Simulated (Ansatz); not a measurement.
# Al (Fm-3m, 1 atom in the cell): converging a phonon calculation

How do the frequencies of Al (Fm-3m, 1 atom in the cell) move with q mesh, k mesh and cutoff?

Program: Ansatz 0.2.0. Level of theory: DFT PBEsol, scalar-relativistic, plane waves, PAW. Results are calculated unless marked as measured.

Most raw output is cut from this account.

## Step 1: The structure

The structure is cubic, space group Fm-3m (No. 225). The conventional cell has a = 4.016 Å, b = 4.016 Å, c = 4.016 Å, α = 90.00°, β = 90.00°, γ = 90.00°. Nearest to Al lie 12 Al at 2.84 Å.

## Step 2: Tight relaxation

Phonons need a cell at rest on their own settings, so the relaxation is repeated with tight tolerances on forces and stress, using the mesh and the filling of the phonon run that follows.

File input.yaml:

```yaml
crystal:
  lattice:
    - [0.0, 2.0077938082, 2.0077938082]
    - [2.0077938082, 0.0, 2.0077938082]
    - [2.0077938082, 2.0077938082, 0.0]
  atoms:
    - { symbol: Al, position: [0.0, 0.0, 0.0] }
kpoints:
  mp_grid: { grid: [20, 20, 20] }
hamiltonian:
  xc: pbesol
scf:
  occupations: { method: methfessel_paxton, width: 0.15 }
output:
  forces: true
  stress: true
  eigenvalues: true
relax:
  adjacent_minimum: "off"
  f_tol: 0.001
  max_steps: 60
  cell: { stress_tol: 0.01 }
```

On the command line:

```
> ansatz run input.yaml --threads 4 --pin off --max-ram 7168MiB --backend cpu --events-out ev --progress --plain --runs-dir out
```

The job ended after 1.4 s (4 threads of Arm Neoverse V2, shared host; peak memory 0.29 GiB; 4.5 s of CPU time).

Little changed from the start: no atom moved by 0.005 Å and no cell edge by 0.1 %.

This step gave:

```
pressure          : 0.007663 GPa
volume per atom   : 16.17 Å³
gap on the k-mesh : 0 eV
```

The forces vanish by symmetry and the pressure is 0.008 GPa, within the tolerances set. The cell now holds 16.17 Å³/atom.

## Step 3: Phonons on a q mesh

Stability and thermal properties need the whole zone. Linear response on a 4×4×4 q mesh gives force constants as far as a supercell of that size would.

input.yaml, the sections that differ from step 2:

```yaml
crystal:
  lattice:
    - [0.0, 2.0068801597, 2.0068801597]
    - [2.0068801597, 0.0, 2.0068801597]
    - [2.0068801597, 2.0068801597, 0.0]
  atoms:
    - { symbol: Al, position: [0.0, 0.0, 0.0] }
output:
  eigenvalues: true
phonons:
  method: dfpt
  qmesh: [4, 4, 4]
  temperatures: { t_max: 1000, t_step: 50 }
  qpath:
    path:
      - [[0.0, 0.0, 0.0], [0.5, 0.0, 0.5], [0.625, 0.25, 0.625]]
      - [[0.375, 0.375, 0.75], [0.0, 0.0, 0.0], [0.5, 0.5, 0.5], [0.5, 0.25, 0.75], [0.5, 0.0, 0.5]]
    npoints: 10
# kpoints, hamiltonian, scf: as in step 2
# relax: removed
```

The job ended after 37 s (4 threads; peak memory 1.8 GiB; 2.2 min of CPU time).

Numbers from this step:

```yaml
sum_rule_residual_before_enforcement: 1.86e-6 eV/Å²
lowest_frequency_on_the_path: 0 cm⁻¹
highest_frequency_on_the_path_or_at_a_solved_wavevector: 330.8 cm⁻¹
mean_frequency: 213.6 cm⁻¹
debye_temperature_second_moment: 414 K
logarithmic_mean_frequency: 203.2 cm⁻¹
lowest_mode_on_the_q_mesh_acoustic_modes_at_gamma_apart: 113.4 cm⁻¹
zero_point_energy_per_atom: 39.71 meV
heat_capacity_at_300_k: 22.74 J/(mol atoms K)
vibrational_entropy_at_300_k: 26.73 J/(mol atoms K)
```

Frequencies (cm⁻¹) solved at each irreducible wavevector; negative means imaginary. Frequencies by wavevector, by row:

| q in reciprocal lattice units | star | mode 1 | mode 2 | mode 3 |
| --- | --- | --- | --- | --- |
| 0 0 0 | 1 | 0 | 0 | 0 |
| 0 0 0.25 | 8 | 113.4 | 113.4 | 236.1 |
| 0 0 -0.5 | 4 | 142.4 | 142.4 | 330.5 |
| 0 0.25 0.25 | 6 | 142.1 | 142.1 | 240.1 |
| 0 0.25 -0.5 | 24 | 177.5 | 223.6 | 297.4 |
| 0 0.25 -0.25 | 12 | 158.5 | 221.1 | 281 |
| 0 -0.5 -0.5 | 3 | 200.1 | 200.1 | 330.8 |
| 0.25 -0.5 -0.25 | 6 | 222.4 | 273.5 | 273.5 |

Interpolated from a 4×4×4 q mesh. The phonon branches at the labelled points (cm⁻¹):

| point | branch 1 | branch 2 | branch 3 |
| --- | --- | --- | --- |
| Γ | 0 | 0 | 0 |
| halfway | 142 | 142 | 240 |
| X | 200 | 200 | 331 |
| halfway | 199 | 222 | 320 |
| U | 192 | 261 | 294 |
| jump to K | 192 | 261 | 294 |
| halfway | 132 | 174 | 250 |
| Γ | 0 | 0 | 0 |
| halfway | 113 | 113 | 236 |
| L | 142 | 142 | 330 |
| halfway | 177 | 218 | 307 |
| W | 222 | 274 | 274 |
| halfway | 211 | 228 | 312 |
| X | 200 | 200 | 331 |

Symmetry leaves 8 wavevectors to solve. The lowest mode among them, the acoustic zeros apart, lies at q = (0, 0, 0.25) and is real, 113 cm⁻¹.

## Step 4: Another q mesh, q mesh 2×2×2

The q mesh is changed to 2×2×2, to see how far the force constants must reach.

input.yaml, as its differences from that of step 3:

```diff
@@ -17,3 +17,3 @@
   method: dfpt
-  qmesh: [4, 4, 4]
+  qmesh: [2, 2, 2]
   temperatures: { t_max: 1000, t_step: 50 }
```

Elapsed: 6.3 s, on 4 threads; peak memory 0.69 GiB; 22 s of CPU time.

Numbers from this step:

- mean frequency: 210 cm⁻¹
- lowest mode on the q mesh (acoustic modes at Γ apart): 142.4 cm⁻¹

Frequencies (cm⁻¹) solved at each irreducible wavevector; negative means imaginary. Frequencies by wavevector, by row:

| q in reciprocal lattice units | star | mode 1 | mode 2 | mode 3 |
| --- | --- | --- | --- | --- |
| 0 0 0 | 1 | 0 | 0 | 0 |
| 0 0 -0.5 | 4 | 142.4 | 142.4 | 330.5 |
| 0 -0.5 -0.5 | 3 | 200.1 | 200.1 | 330.8 |

Interpolated from a 2×2×2 q mesh, rough between the solved points. Phonon branches along the path, in cm⁻¹:

| point | branch 1 | branch 2 | branch 3 |
| --- | --- | --- | --- |
| Γ | 0 | 0 | 0 |
| halfway | 144 | 144 | 236 |
| X | 200 | 200 | 331 |
| halfway | 196 | 217 | 323 |
| U | 184 | 252 | 301 |
| jump to K | 184 | 252 | 301 |
| halfway | 109 | 170 | 250 |
| Γ | 0 | 0 | 0 |
| halfway | 101 | 101 | 234 |
| L | 142 | 142 | 330 |
| halfway | 167 | 219 | 309 |
| W | 202 | 275 | 275 |
| halfway | 201 | 225 | 316 |
| X | 200 | 200 | 331 |

The mean frequency is 210.0 cm⁻¹, -3.6 cm⁻¹ against the base run.

On this path the spectrum ends at 331 cm⁻¹ (at X). No branch goes imaginary on this path.

## Step 5: Another q mesh, k-mesh 21×21×21, q mesh 3×3×3

The q mesh is changed to 3×3×3, to see how far the force constants must reach; the k mesh is 21×21×21, against 20×20×20 in the base run, so that the q mesh divides it.

input.yaml, as its differences from that of step 4:

```diff
@@ -8,3 +8,3 @@
 kpoints:
-  mp_grid: { grid: [20, 20, 20] }
+  mp_grid: { grid: [21, 21, 21] }
 hamiltonian:
@@ -17,3 +17,3 @@
   method: dfpt
-  qmesh: [2, 2, 2]
+  qmesh: [3, 3, 3]
   temperatures: { t_max: 1000, t_step: 50 }
```

Run time: 19 s. Hardware: 4 threads; peak memory 1.2 GiB.

Frequencies (cm⁻¹) solved at each irreducible wavevector; negative means imaginary. Frequencies by wavevector, by row:

| q in reciprocal lattice units | star | mode 1 | mode 2 | mode 3 |
| --- | --- | --- | --- | --- |
| 0 0 0 | 1 | 0 | 0 | 0 |
| 0 0 0.3333 | 8 | 135.4 | 135.4 | 287.3 |
| 0 0.3333 0.3333 | 6 | 173.6 | 173.6 | 280.1 |
| 0 0.3333 -0.3333 | 12 | 186.2 | 277.5 | 283.4 |

The mean frequency is 215.0 cm⁻¹, +1.4 cm⁻¹ against the base run, whose k mesh differs too.

## Step 6: Another q mesh, k-mesh 24×24×24, q mesh 6×6×6

The q mesh is changed to 6×6×6, to see how far the force constants must reach; the k mesh is 24×24×24, against 20×20×20 in the base run, so that the q mesh divides it.

input.yaml, as its differences from that of step 5:

```diff
@@ -8,3 +8,3 @@
 kpoints:
-  mp_grid: { grid: [21, 21, 21] }
+  mp_grid: { grid: [24, 24, 24] }
 hamiltonian:
@@ -17,3 +17,3 @@
   method: dfpt
-  qmesh: [3, 3, 3]
+  qmesh: [6, 6, 6]
   temperatures: { t_max: 1000, t_step: 50 }
```

Wall time 3.5 min (4 threads); peak memory 3 GiB.

The mean frequency is 213.0 cm⁻¹, -0.6 cm⁻¹ against the base run, whose k mesh differs too.

## Step 7: Comparing the runs

Times are for 4 threads of Arm Neoverse V2, shared host. The runs compared:

| no. | q mesh | k-mesh | mean frequency (cm⁻¹) | lowest frequency on the path (cm⁻¹) | time | memory (GiB) |
| --- | --- | --- | --- | --- | --- | --- |
| 1 | 2×2×2 | 20×20×20 | 210 | 0 | 6.3 s | 0.69 |
| 2 | 3×3×3 | 21×21×21 | 215 | 0 | 19 s | 1.2 |
| 3 | 6×6×6 | 24×24×24 | 213 | 0 | 3.5 min | 3.0 |

The runs together. The phonon density of states by wavenumber; read off at these points; values in 1/cm⁻¹/cell:

| wavenumber (cm⁻¹) | 2×2×2, 20×20×20 | 3×3×3, 21×21×21 | 6×6×6, 24×24×24 |
| --- | --- | --- | --- |
| 2 | 0 | 0 | 0 |
| 12 | 3.0e-5 | 4.0e-5 | 3.0e-5 |
| 22 | 1.5e-4 | 1.7e-4 | 1.2e-4 |
| 28 | 2.3e-4 | 2.5e-4 | 1.8e-4 |
| 38 | 4.5e-4 | 4.9e-4 | 3.7e-4 |
| 48 | 7.5e-4 | 7.8e-4 | 6.1e-4 |
| 58 | 0.00113 | 0.00115 | 9.4e-4 |
| 62 | 0.00136 | 0.00136 | 0.00114 |
| 72 | 0.0019 | 0.00185 | 0.00159 |
| 82 | 0.00257 | 0.00241 | 0.00212 |
| 92 | 0.00337 | 0.00307 | 0.00273 |
| 102 | 0.00443 | 0.00386 | 0.00345 |
| 108 | 0.00504 | 0.00429 | 0.0039 |
| 118 | 0.00655 | 0.0053 | 0.00496 |
| 128 | 0.00863 | 0.00659 | 0.00647 |
| 138 | 0.0122 | 0.00821 | 0.0091 |
| 148 | 0.0173 | 0.0105 | 0.0179 |
| 152 | 0.0177 | 0.0120 | 0.0175 |
| 162 | 0.0184 | 0.0185 | 0.0172 |
| 172 | 0.0191 | 0.0198 | 0.0175 |
| 182 | 0.0197 | 0.0204 | 0.0187 |
| 188 | 0.0200 | 0.0208 | 0.0201 |
| 198 | 0.0206 | 0.0219 | 0.0231 |
| 208 | 0.00994 | 0.0169 | 0.0152 |
| 218 | 0.00992 | 0.0125 | 0.0123 |
| 228 | 0.00986 | 0.0100 | 0.0102 |
| 232 | 0.00977 | 0.00997 | 0.0101 |
| 242 | 0.00947 | 0.00989 | 0.0101 |
| 252 | 0.0089 | 0.00956 | 0.00992 |
| 262 | 0.00799 | 0.0089 | 0.00949 |
| 272 | 0.00513 | 0.00693 | 0.00762 |
| 278 | 0.00644 | 0.00539 | 0.00734 |
| 288 | 0.0171 | 0.0132 | 0.0196 |
| 298 | 0.0216 | 0.0262 | 0.0283 |
| 302 | 0.0238 | 0.0272 | 0.0190 |
| 308 | 0.0182 | 0.0182 | 0.0142 |
| 312 | 0.0132 | 0.0131 | 0.0107 |
| 322 | 0.00724 | 0.00574 | 0.0035 |
| 332 | 5.0e-5 | 0.00217 | 0 |

The runs together, line C_V. The C_V by temperature; values in J/mol-atom/K:

| temperature (K) | 2×2×2, 20×20×20 | 3×3×3, 21×21×21 | 6×6×6, 24×24×24 |
| --- | --- | --- | --- |
| 0 | 0 | 0 | 0 |
| 50 | 3.81 | 3.46 | 3.48 |
| 100 | 12.7 | 12.3 | 12.4 |
| 150 | 17.8 | 17.6 | 17.7 |
| 200 | 20.5 | 20.3 | 20.4 |
| 250 | 21.9 | 21.8 | 21.9 |
| 300 | 22.8 | 22.7 | 22.7 |
| 350 | 23.3 | 23.3 | 23.3 |
| 400 | 23.7 | 23.6 | 23.7 |
| 450 | 23.9 | 23.9 | 23.9 |
| 500 | 24.1 | 24.1 | 24.1 |
| 550 | 24.3 | 24.2 | 24.3 |
| 600 | 24.4 | 24.4 | 24.4 |
| 650 | 24.5 | 24.4 | 24.4 |
| 700 | 24.5 | 24.5 | 24.5 |
| 750 | 24.6 | 24.6 | 24.6 |
| 800 | 24.6 | 24.6 | 24.6 |
| 850 | 24.7 | 24.6 | 24.7 |
| 900 | 24.7 | 24.7 | 24.7 |
| 950 | 24.7 | 24.7 | 24.7 |
| 1000 | 24.7 | 24.7 | 24.7 |

## Step 8: Another k mesh, k-mesh 6×6×6, q mesh 2×2×2

The k mesh is changed to 6×6×6 on a small fixed q mesh, to find the coarsest that serves.

input.yaml, as its differences from that of step 6:

```diff
@@ -8,3 +8,3 @@
 kpoints:
-  mp_grid: { grid: [24, 24, 24] }
+  mp_grid: { grid: [6, 6, 6] }
 hamiltonian:
@@ -17,3 +17,3 @@
   method: dfpt
-  qmesh: [6, 6, 6]
+  qmesh: [2, 2, 2]
   temperatures: { t_max: 1000, t_step: 50 }
```

It took 0.72 s on 4 threads; peak memory 0.29 GiB; 1.9 s of CPU time.

The run finished; it serves as a test, and its numbers are not taken as the result.

## Step 9: Another k mesh, k-mesh 10×10×10, q mesh 2×2×2

The k mesh is changed to 10×10×10 on a small fixed q mesh, to find the coarsest that serves.

input.yaml, as its differences from that of step 8:

```diff
@@ -8,3 +8,3 @@
 kpoints:
-  mp_grid: { grid: [6, 6, 6] }
+  mp_grid: { grid: [10, 10, 10] }
 hamiltonian:
```

It took 1.3 s on 4 threads; peak memory 0.36 GiB.

The run finished; it serves as a test, and its numbers are not taken as the result.

## Step 10: Another k mesh, k-mesh 16×16×16, q mesh 2×2×2

The k mesh is changed to 16×16×16 on a small fixed q mesh, to find the coarsest that serves.

input.yaml, as its differences from that of step 9:

```diff
@@ -8,3 +8,3 @@
 kpoints:
-  mp_grid: { grid: [10, 10, 10] }
+  mp_grid: { grid: [16, 16, 16] }
 hamiltonian:
```

It took 3.6 s on 4 threads; peak memory 0.49 GiB; 12 s of CPU time.

Frequencies (cm⁻¹) solved at each irreducible wavevector; negative means imaginary. Frequencies by wavevector, by row:

| q in reciprocal lattice units | star | mode 1 | mode 2 | mode 3 |
| --- | --- | --- | --- | --- |
| 0 0 0 | 1 | 0 | 0 | 0 |
| 0 0 -0.5 | 4 | 144.7 | 144.7 | 326.9 |
| 0 -0.5 -0.5 | 3 | 205.9 | 205.9 | 335.7 |

Against step 4 (now k-mesh 16×16×16), the highest frequency on the path or at a solved wavevector goes from 331 to 336 cm⁻¹ and the lowest mode on the q mesh (acoustic modes at Γ apart) goes from 142 cm⁻¹ to 145 cm⁻¹.

## Step 11: Another k mesh, q mesh 2×2×2

The k mesh is changed to 20×20×20 on a small fixed q mesh, to find the coarsest that serves.

input.yaml, as its differences from that of step 10:

```diff
@@ -8,3 +8,3 @@
 kpoints:
-  mp_grid: { grid: [16, 16, 16] }
+  mp_grid: { grid: [20, 20, 20] }
 hamiltonian:
```

The job ended after 6.6 s (4 threads; peak memory 0.68 GiB; 23 s of CPU time).

Frequencies (cm⁻¹) solved at each irreducible wavevector; negative means imaginary. Frequencies by wavevector, by row:

| q in reciprocal lattice units | star | mode 1 | mode 2 | mode 3 |
| --- | --- | --- | --- | --- |
| 0 0 0 | 1 | 0 | 0 | 0 |
| 0 0 -0.5 | 4 | 142.4 | 142.4 | 330.5 |
| 0 -0.5 -0.5 | 3 | 200.1 | 200.1 | 330.8 |

Against step 10 (now k-mesh 20×20×20), the highest frequency on the path or at a solved wavevector goes from 336 to 331 cm⁻¹ and the lowest mode on the q mesh (acoustic modes at Γ apart) goes from 145 cm⁻¹ to 142 cm⁻¹.

## Step 12: Another k mesh, k-mesh 30×30×30, q mesh 2×2×2

The k mesh is changed to 30×30×30 on a small fixed q mesh, to find the coarsest that serves.

input.yaml, as its differences from that of step 11:

```diff
@@ -8,3 +8,3 @@
 kpoints:
-  mp_grid: { grid: [20, 20, 20] }
+  mp_grid: { grid: [30, 30, 30] }
 hamiltonian:
```

It took 21 s on 4 threads; peak memory 1.7 GiB; 72 s of CPU time.

Against step 4 (now k-mesh 30×30×30), the lowest mode on the q mesh (acoustic modes at Γ apart) goes from 142 cm⁻¹ to 144 cm⁻¹.

## Step 13: The series together

Times are for 4 threads of Arm Neoverse V2, shared host. Results by setting:

| no. | k-mesh | lowest mode on the q mesh (acoustic modes at Γ apart) (cm⁻¹) | highest frequency on the path or at a solved wavevector (cm⁻¹) | time | memory (GiB) |
| --- | --- | --- | --- | --- | --- |
| 1 | 16×16×16 | 144.7 | 335.7 | 3.6 s | 0.49 |
| 2 | 20×20×20 | 142.4 | 330.8 | 6.6 s | 0.68 |
| 3 | 30×30×30 | 144.2 | 329.6 | 21 s | 1.7 |

The runs together. Table of phonon density of states by wavenumber; read off at these points; values in 1/cm⁻¹/cell:

| wavenumber (cm⁻¹) | 16×16×16 | 20×20×20 | 30×30×30 |
| --- | --- | --- | --- |
| 2 | 0 | 0 | 0 |
| 12 | 3.0e-5 | 3.0e-5 | 3.0e-5 |
| 22 | 1.5e-4 | 1.5e-4 | 1.5e-4 |
| 28 | 2.2e-4 | 2.3e-4 | 2.2e-4 |
| 38 | 4.3e-4 | 4.5e-4 | 4.4e-4 |
| 48 | 7.2e-4 | 7.5e-4 | 7.2e-4 |
| 58 | 0.00109 | 0.00113 | 0.0011 |
| 68 | 0.00154 | 0.00162 | 0.00156 |
| 72 | 0.00181 | 0.0019 | 0.00184 |
| 82 | 0.00243 | 0.00257 | 0.00248 |
| 92 | 0.00318 | 0.00337 | 0.00326 |
| 102 | 0.00416 | 0.00443 | 0.00427 |
| 112 | 0.00536 | 0.00574 | 0.00553 |
| 122 | 0.00693 | 0.0075 | 0.0072 |
| 128 | 0.00792 | 0.00863 | 0.00825 |
| 138 | 0.0108 | 0.0122 | 0.0114 |
| 148 | 0.0165 | 0.0173 | 0.0173 |
| 158 | 0.0173 | 0.0180 | 0.0180 |
| 168 | 0.0181 | 0.0187 | 0.0187 |
| 172 | 0.0184 | 0.0191 | 0.0191 |
| 182 | 0.0191 | 0.0197 | 0.0197 |
| 192 | 0.0198 | 0.0203 | 0.0204 |
| 202 | 0.0208 | 0.0114 | 0.0149 |
| 212 | 0.0101 | 0.0100 | 0.0101 |
| 218 | 0.0101 | 0.00992 | 0.0101 |
| 228 | 0.0101 | 0.00986 | 0.0100 |
| 238 | 0.00988 | 0.00959 | 0.00977 |
| 248 | 0.00961 | 0.00922 | 0.00939 |
| 258 | 0.00907 | 0.00853 | 0.0087 |
| 268 | 0.00815 | 0.00722 | 0.00735 |
| 272 | 0.00657 | 0.00513 | 0.00521 |
| 282 | 0.0111 | 0.0125 | 0.0133 |
| 292 | 0.0185 | 0.0193 | 0.0199 |
| 302 | 0.0235 | 0.0238 | 0.0240 |
| 312 | 0.0141 | 0.0132 | 0.0127 |
| 318 | 0.0105 | 0.0100 | 0.00959 |
| 328 | 0.00318 | 0.00386 | 0.00263 |
| 338 | 2.0e-5 | - | - |

[end of part 1 of 2]

[Logs are printed without paths, hosts, clocks, repeated set-up lines and the standing remarks that a program may print on its own settings, such as how far it seeks lower states.]

[Hosts, paths, dates, database ids (printed as entryN), source tags and the programs' standing remarks are cut or masked in the printed files.]
